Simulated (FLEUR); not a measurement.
## Magnetic state of CrO2 from several starts

Does CrO2 prefer parallel or opposed moments?

Program: FLEUR MaX-R8.1. Level of theory: PBEsol; all-electron FLAPW, Dirac cores, scalar-relativistic bands. Results are calculated unless marked as measured.

## (1) The structure

It takes space group P4_2/mnm (No. 136, tetragonal). Conventional cell: a = 4.421 Å, b = 4.421 Å, c = 2.917 Å, α = 90.00°, β = 90.00°, γ = 90.00°. Nearest to Cr lie 6 O at 1.88 to 1.92 Å. Nearest to O lie 3 Cr at 1.88 to 1.92 Å. Farther neighbours and most contacts between anions are not listed.

Coordinates:

```
Cr O
1.0
     4.42100    0.00000    0.00000
     0.00000    4.42100    0.00000
     0.00000    0.00000    2.91700
Cr O
2 4
Direct
  0.00000 0.00000 0.00000
  0.50000 0.50000 0.50000
  0.30100 0.30100 0.00000
  0.19900 0.80100 0.50000
  0.69900 0.69900 0.00000
  0.80100 0.19900 0.50000
```

## (2) Run 1 (ferro ++)

The parallel start comes first: it shows whether parallel moments hold.

inpgen writes inp.xml from crystal.txt; cutoffs, mixing, functional, smearing and local orbitals are then set in the file. The k list default-1 (kpts.xml, not shown) is a Γ-centred 8×8×8 mesh; where the ranks do not divide the number of points, some are split in two of half the weight.

File inp.xml:

```
<?xml version="1.0" encoding="UTF-8" standalone="no"?>
<fleurInput fleurInputVersion="0.39">
   <comment>
      CrO2
   </comment>
   <calculationSetup>
      <cutoffs Kmax="4.4" Gmax="13.2" GmaxXC="13.2" numbands="0"/>
      <scfLoop itmax="130" minDistance="0.00002" maxIterBroyd="15" imix="Anderson" alpha="0.05" precondParam="0.0" spinf="2.0" sdNocoIR="T"/>
      <coreElectrons ctail="T" frcor="F" kcrel="0" coretail_lmax="0"/>
      <xcFunctional name="PBEs" relativisticCorrections="F"/>
      <magnetism jspins="2"/>
      <soc l_soc="F" theta="0.0" phi="0.0" spav="F"/>
      <expertModes spex="0" secvar="F"/>
      <geometryOptimization l_f="F" forcealpha="1.0" forcemix="BFGS" epsdisp="0.00001" epsforce="0.00001"/>
      <ldaU l_linMix="F" mixParam="0.05" spinf="1.0"/>
   </calculationSetup>
   <cell>
      <bzIntegration valenceElectrons="52.0" mode="hist" fermiSmearingEnergy="0.00183747">
         <kPointListSelection listName="default-1"/>
         <xi:include xmlns:xi="http://www.w3.org/2001/XInclude" href="kpts.xml"> </xi:include>
      </bzIntegration>
      <xi:include xmlns:xi="http://www.w3.org/2001/XInclude" href="sym.xml"> </xi:include>
      <bulkLattice scale="1.0">
         <bravaisMatrix>
            <row-1>    8.3544791968565999     0.0000000000000000     0.0000000000000000</row-1>
            <row-2>    0.0000000000000000     8.3544791968565999     0.0000000000000000</row-2>
            <row-3>    0.0000000000000000     0.0000000000000000     5.5123311054581992</row-3>
         </bravaisMatrix>
      </bulkLattice>
   </cell>
   <atomSpecies>
      <species name="Chromium (3.000" element="Cr" atomicNumber="24">
         <mtSphere radius="2.22" gridPoints="735" logIncrement="0.016"/>
         <atomicCutoffs lmax="8" lnonsphr="6"/>
         <electronConfig flipSpins="F">
            <coreConfig>(1s1/2) (2s1/2) (2p1/2) (2p3/2)</coreConfig>
            <valenceConfig>(3s1/2) (3p1/2) (3p3/2) (4s1/2) (3d3/2) (3d5/2)</valenceConfig>
            <stateOccupation state="(4s1/2)" spinUp="0.5" spinDown="0.5"/>
            <stateOccupation state="(3d3/2)" spinUp="1.0" spinDown="1.0"/>
            <stateOccupation state="(3d5/2)" spinUp="3.0" spinDown="0.0"/>
         </electronConfig>
         <energyParameters s="4" p="4" d="3" f="4"/>
         <lo type="SCLO" l="0" n="3" eDeriv="0"/>
         <lo type="SCLO" l="1" n="3" eDeriv="0"/>
      </species>
      <species name="Oxygen (O)" element="O" atomicNumber="8">
         <mtSphere radius="1.25" gridPoints="415" logIncrement="0.025"/>
         <atomicCutoffs lmax="6" lnonsphr="4"/>
         <electronConfig flipSpins="F">
            <coreConfig>(1s1/2)</coreConfig>
            <valenceConfig>(2s1/2) (2p1/2) (2p3/2)</valenceConfig>
            <stateOccupation state="(2p1/2)" spinUp="0.666667" spinDown="0.666667"/>
            <stateOccupation state="(2p3/2)" spinUp="1.333333" spinDown="1.333333"/>
         </electronConfig>
         <energyParameters s="2" p="2" d="3" f="4"/>
      </species>
   </atomSpecies>
   <atomGroups>
      <atomGroup species="Chromium (3.000">
         <relPos label="                   1">.0000000000 .0000000000 .0000000000</relPos>
         <relPos label="                   2">1.000/2.000 1.000/2.000 1.000/2.000</relPos>
         <force calculate="T" relaxXYZ="TTT"/>
      </atomGroup>
      <atomGroup species="Oxygen (O)">
         <relPos label="                   3">.3010000000 .3010000000 .0000000000</relPos>
         <relPos label="                   4">.1990000000 -.1990000000 1.000/2.000</relPos>
         <relPos label="                   5">-.3010000000 -.3010000000 .0000000000</relPos>
         <relPos label="                   6">-.1990000000 .1990000000 1.000/2.000</relPos>
         <force calculate="T" relaxXYZ="TTT"/>
      </atomGroup>
   </atomGroups>
   <output dos="F" band="F" slice="F">
      <bandDOS minEnergy="-.5*Htr" maxEnergy="0.5*Htr" sigma="0.015" storeEVData="T"/>
      <plotting iplot="0" polar="F">
         <plot TwoD="T" vec1="  1.0  0.0  0.0" vec2="  0.0  1.0  0.0" vec3="  0.0  0.0  1.0" zero="  0.0  0.0  0.0" file="plot"/>
      </plotting>
      <moessbauerParams electricFieldGradient="F" isomerShift="F" coreHyperfine="F" valenceHyperfine="F"/>
   </output>
</fleurInput>
```

File crystal.txt:

```
CrO2
&input film=F cartesian=F /
4.42100000000  0.00000000000  0.00000000000
0.00000000000  4.42100000000  0.00000000000
0.00000000000  0.00000000000  2.91700000000
1.8897261246
1.0 1.0 1.0

6
24 0.00000000000  0.00000000000  0.00000000000 : 3.000
24 0.50000000000  0.50000000000  0.50000000000 : 3.000
8 0.30100000000  0.30100000000  0.00000000000
8 0.19900000000  0.80100000000  0.50000000000
8 0.69900000000  0.69900000000  0.00000000000
8 0.80100000000  0.19900000000  0.50000000000

&kpt div1=8 div2=8 div3=8 gamma=T /
```

Started as:

```sh
OMP_NUM_THREADS=1 inpgen -f crystal.txt > inpgen.log  # inp.xml is then edited as shown
OMP_NUM_THREADS=1 mpirun -n 4 fleur_MPI > fleur.log
```

Output:

```text
Welcome to FLEUR        (www.flapw.de)
      MaX-Release 8.1          (www.max-centre.eu)

 ========== k-point set info ==========
 Selected k-point list: default-1
 k-point list type: mesh
 0 x 0 x 0
 Number of k points: 76

 ------------Calculation Setup---------------------------
 Number of MPI-tasks      :            4
 Number of PE/node        :            4
 Number of OMP-threads    :            1
 k-points in parallel     :            4
 pe's per k-point         :            1
 No of k-point loops      :           19
 Eigenvalue solver        :       lapack
 Number of basis functions:          608
 Approximate size of matrices (H+S) per k-point:         0.006 GB
 --------------------------------------------------------
 Iteration:     1   Distance:      51.21455977 me/bohr^3
 Iteration:     2   Distance:      42.94284957 me/bohr^3
 Iteration:     3   Distance:      21.84850669 me/bohr^3
 Iteration:     4   Distance:      27.16621404 me/bohr^3
 Iteration:     5   Distance:      22.69953398 me/bohr^3
 Iteration:     6   Distance:       3.17907817 me/bohr^3
 Iteration:     7   Distance:       2.43309291 me/bohr^3
 Iteration:     8   Distance:       0.89405965 me/bohr^3
 Iteration:     9   Distance:       0.91505002 me/bohr^3
 Iteration:    10   Distance:       0.14744178 me/bohr^3
 Iteration:    11   Distance:       0.09197345 me/bohr^3
 Iteration:    12   Distance:       0.06220718 me/bohr^3
 Iteration:    13   Distance:       0.02736346 me/bohr^3
 Iteration:    14   Distance:       0.03746012 me/bohr^3
 Iteration:    15   Distance:       0.00649722 me/bohr^3
 Iteration:    16   Distance:       0.00520337 me/bohr^3
 Iteration:    17   Distance:       0.00392223 me/bohr^3
 Iteration:    18   Distance:       0.00139742 me/bohr^3
 Iteration:    19   Distance:       0.00043342 me/bohr^3
 Iteration:    20   Distance:       0.00056085 me/bohr^3
 Iteration:    21   Distance:       0.00030553 me/bohr^3
 Iteration:    22   Distance:       0.00003762 me/bohr^3
 Iteration:    23   Distance:       0.00001620 me/bohr^3

 ********************************************************************
 Run finished successfully
 Stop message:
   all done
 ********************************************************************

--- out.xml (last complete iteration) ---
<iteration numberForCurrentRun="   23" overallNumber="   23">
         <energyParameters units="Htr">
            <atomicEP atomType="1" spin="1" branch="4s" branchLowest="-2.39" branchHighest="2.29" value="0.0664286522"/>
            <atomicEP atomType="1" spin="1" branch="4p" branchLowest="-1.32" branchHighest="2.85" value="0.1848120460"/>
            <atomicEP atomType="1" spin="1" branch="3d" branchLowest="-9.99" branchHighest="0.40" value="0.1802846530"/>
            <atomicEP atomType="1" spin="1" branch="4f" branchLowest="-9.99" branchHighest="3.48" value="0.4834153251"/>
            <loAtomicEP atomType="1" spin="1" branch="3s" branchLowest="-24.20" branchHighest="-2.39" value="-2.4184965701"/>
            <loAtomicEP atomType="1" spin="1" branch="3p" branchLowest="-20.30" branchHighest="-1.32" value="-1.3678136259"/>
            <atomicEP atomType="2" spin="1" branch="2s" branchLowest="-18.30" branchHighest="1.62" value="-0.5860887957"/>
            <atomicEP atomType="2" spin="1" branch="2p" branchLowest="-9.99" branchHighest="1.72" value="-0.2201319377"/>
            <atomicEP atomType="2" spin="1" branch="3d" branchLowest="-9.99" branchHighest="7.58" value="0.0100039839"/>
            <atomicEP atomType="2" spin="1" branch="4f" branchLowest="-9.99" branchHighest="13.19" value="0.1697626416"/>
            <atomicEP atomType="1" spin="2" branch="4s" branchLowest="-2.31" branchHighest="2.36" value="0.0941981739"/>
            <atomicEP atomType="1" spin="2" branch="4p" branchLowest="-1.23" branchHighest="2.92" value="0.2103280368"/>
            <atomicEP atomType="1" spin="2" branch="3d" branchLowest="-9.99" branchHighest="0.48" value="0.2386651696"/>
            <atomicEP atomType="1" spin="2" branch="4f" branchLowest="-9.99" branchHighest="3.55" value="0.5069489066"/>
            <loAtomicEP atomType="1" spin="2" branch="3s" branchLowest="-24.17" branchHighest="-2.31" value="-2.3372068596"/>
            <loAtomicEP atomType="1" spin="2" branch="3p" branchLowest="-20.27" branchHighest="-1.23" value="-1.2879987041"/>
            <atomicEP atomType="2" spin="2" branch="2s" branchLowest="-18.30" branchHighest="1.61" value="-0.5910185189"/>
            <atomicEP atomType="2" spin="2" branch="2p" branchLowest="-9.99" branchHighest="1.72" value="-0.2245616475"/>
            <atomicEP atomType="2" spin="2" branch="3d" branchLowest="-9.99" branchHighest="7.57" value="0.0058098967"/>
            <atomicEP atomType="2" spin="2" branch="4f" branchLowest="-9.99" branchHighest="13.18" value="0.1655703937"/>
         </energyParameters>
         <bandgap value="0.0156306136" units="eV"/>
         <sumValenceSingleParticleEnergies value="-24.9556403597" units="Htr"/>
         <FermiEnergy value="0.2734654366" units="Htr"/>
         <valenceDensity>
            <mtCharges spin="1">
               <mtCharge atomType="1" total="7.2718993" s="1.1384198" p="3.1911650" d="2.8595791" f="0.0613409"/>
               <mtCharge atomType="2" total="1.9118411" s="0.6113001" p="1.2970884" d="0.0030271" f="0.0003652"/>
            </mtCharges>
            <mtCharges spin="2">
               <mtCharge atomType="1" total="5.2360700" s="1.1216945" p="3.1716280" d="0.8607148" f="0.0593793"/>
               <mtCharge atomType="2" total="1.9655322" s="0.6139893" p="1.3500634" d="0.0012456" f="0.0001983"/>
            </mtCharges>
            <spinDependentCharge spin="1" total="28.0000000" interstitial="5.8088371" mtSpheres="22.1911629"/>
            <spinDependentCharge spin="2" total="24.0000000" interstitial="5.6657313" mtSpheres="18.3342687"/>
            <totalCharge value="51.9999999999"/>
         </valenceDensity>
         <coreStates atomType="     1" atomicNumber=" 24" spin="1" kinEnergy="    480.4964291043" eigValSum="   -300.6098787915" lostElectrons=" 0.000000">
            <state n="1" l="0" j="0.5" energy="-215.5050772917" weight="1.0000000000"/>
            <state n="2" l="0" j="0.5" energy="-24.2042037703" weight="1.0000000000"/>
            <state n="2" l="1" j="0.5" energy="-20.5113420978" weight="1.0000000000"/>
            <state n="2" l="1" j="1.5" energy="-20.1946278159" weight="2.0000000000"/>
         </coreStates>
         <coreStates atomType="     1" atomicNumber=" 24" spin="2" kinEnergy="    480.8500385493" eigValSum="   -300.5016582720" lostElectrons=" 0.000000">
            <state n="1" l="0" j="0.5" energy="-215.5051384415" weight="1.0000000000"/>
            <state n="2" l="0" j="0.5" energy="-24.1714252026" weight="1.0000000000"/>
            <state n="2" l="1" j="0.5" energy="-20.4865945772" weight="1.0000000000"/>
            <state n="2" l="1" j="1.5" energy="-20.1692500253" weight="2.0000000000"/>
         </coreStates>
         <coreStates atomType="     2" atomicNumber="  8" spin="1" kinEnergy="     29.0389821017" eigValSum="    -18.3032112961" lostElectrons=" 0.000004">
            <state n="1" l="0" j="0.5" energy="-18.3032112961" weight="1.0000000000"/>
         </coreStates>
         <coreStates atomType="     2" atomicNumber="  8" spin="2" kinEnergy="     29.0350900383" eigValSum="    -18.3051163862" lostElectrons=" 0.000004">
            <state n="1" l="0" j="0.5" energy="-18.3051163862" weight="1.0000000000"/>
         </coreStates>
         <allElectronCharges>
            <spinDependentCharge spin="1" total="42.0000000" interstitial="5.8088521" mtSpheres="36.1911479"/>
            <spinDependentCharge spin="2" total="38.0000000" interstitial="5.6657463" mtSpheres="32.3342537"/>
            <totalCharge value="79.9999999946"/>
         </allElectronCharges>
         <magneticMomentsInMTSpheres units="muBohr">
            <globalMagMoment atomType="1" vec="0.00000   0.00000   2.03583"/>
            <localMagMoment atomType="1" vec="0.00000   0.00000   2.03583"/>
            <globalMagMoment atomType="2" vec="0.00000   0.00000  -0.05369"/>
            <localMagMoment atomType="2" vec="0.00000   0.00000  -0.05369"/>
         </magneticMomentsInMTSpheres>
         <moessbauerParams unitsHFF="kG" unitsIS="e/bohr^3" unitsEFG="Htr/bohr^2">
         </moessbauerParams>
         <totalEnergy value="    -2399.7423324331" units="Htr">
            <sumOfEigenvalues value="    -1373.6120252159">
               <coreElectrons value="-1348.6563848563"/>
               <valenceElectrons value="-24.9556403597"/>
            </sumOfEigenvalues>
            <densityCoulombPotentialIntegral value="-3627.8120411924"/>
            <densityEffectivePotentialIntegral value="-3795.6261591053"/>
            <chargeDenXCDenIntegral value="-128.4195782678"/>
            <FockExchangeEnergyValence value="0.0000000000"/>
            <FockExchangeEnergyCore value="0.0000000000"/>
            <atomTypeDependentContributions atomType="1">
               <electronNucleiInteractionDifferentMTs value="2494.8903359595"/>
               <MadelungTerm value="-20.7897158519"/>
            </atomTypeDependentContributions>
            <atomTypeDependentContributions atomType="2">
               <electronNucleiInteractionDifferentMTs value="336.8250539174"/>
               <MadelungTerm value="-26.9257617296"/>
            </atomTypeDependentContributions>
            <tkbTimesEntropy value="0.0004750789"/>
            <freeEnergy value="-2399.7428075121"/>
            <extrapolationTo0K value="-2399.7425699726"/>
         </totalEnergy>
         <densityConvergence units="me/bohr^3">
            <chargeDensity spin="1" distance="0.0000066662"/>
            <chargeDensity spin="2" distance="0.0000109724"/>
            <overallChargeDensity distance="0.0000162007"/>
            <spinDensity distance="0.0000081978"/>
         </densityConvergence>
      </iteration>
```

Wall time 1.9 min (4 MPI ranks of Arm Neoverse V1, shared host); peak memory 0.27 GiB; 7.5 min of CPU time.

Spin moment in the muffin-tin sphere by atom:

| atom | spin moment in the muffin-tin sphere (μB) |
| --- | --- |
| Cr1 | 2.04 |
| Cr2 | 2.04 |
| O3 | -0.05 |
| O4 | -0.05 |
| O5 | -0.05 |
| O6 | -0.05 |

This step gave:

- free energy: -65300.3284 eV
- program's band gap on this mesh (in a metal only a level spacing): 0.01563 eV
- magnetization: 4 μB
- final state: ferromagnetic, with opposed induced moments

After 23 cycles the largest moment stands at 2.04 μB.

(Part 1 of 2 ends here.)

[Logs and program files are shortened in this print: banners, set-up blocks, solver, clock and traceback lines can be left out without a mark of their own.]

[Logs are printed without paths, hosts, clocks, repeated set-up lines and the standing remarks that a program may print on its own settings, such as how far it seeks lower states.]

[Hosts, paths, dates, database ids (printed as entryN), source tags and the programs' standing remarks are cut or masked in the printed files.]

[Where a cell is said to come from a database of computed structures, the database is the Materials Project.]
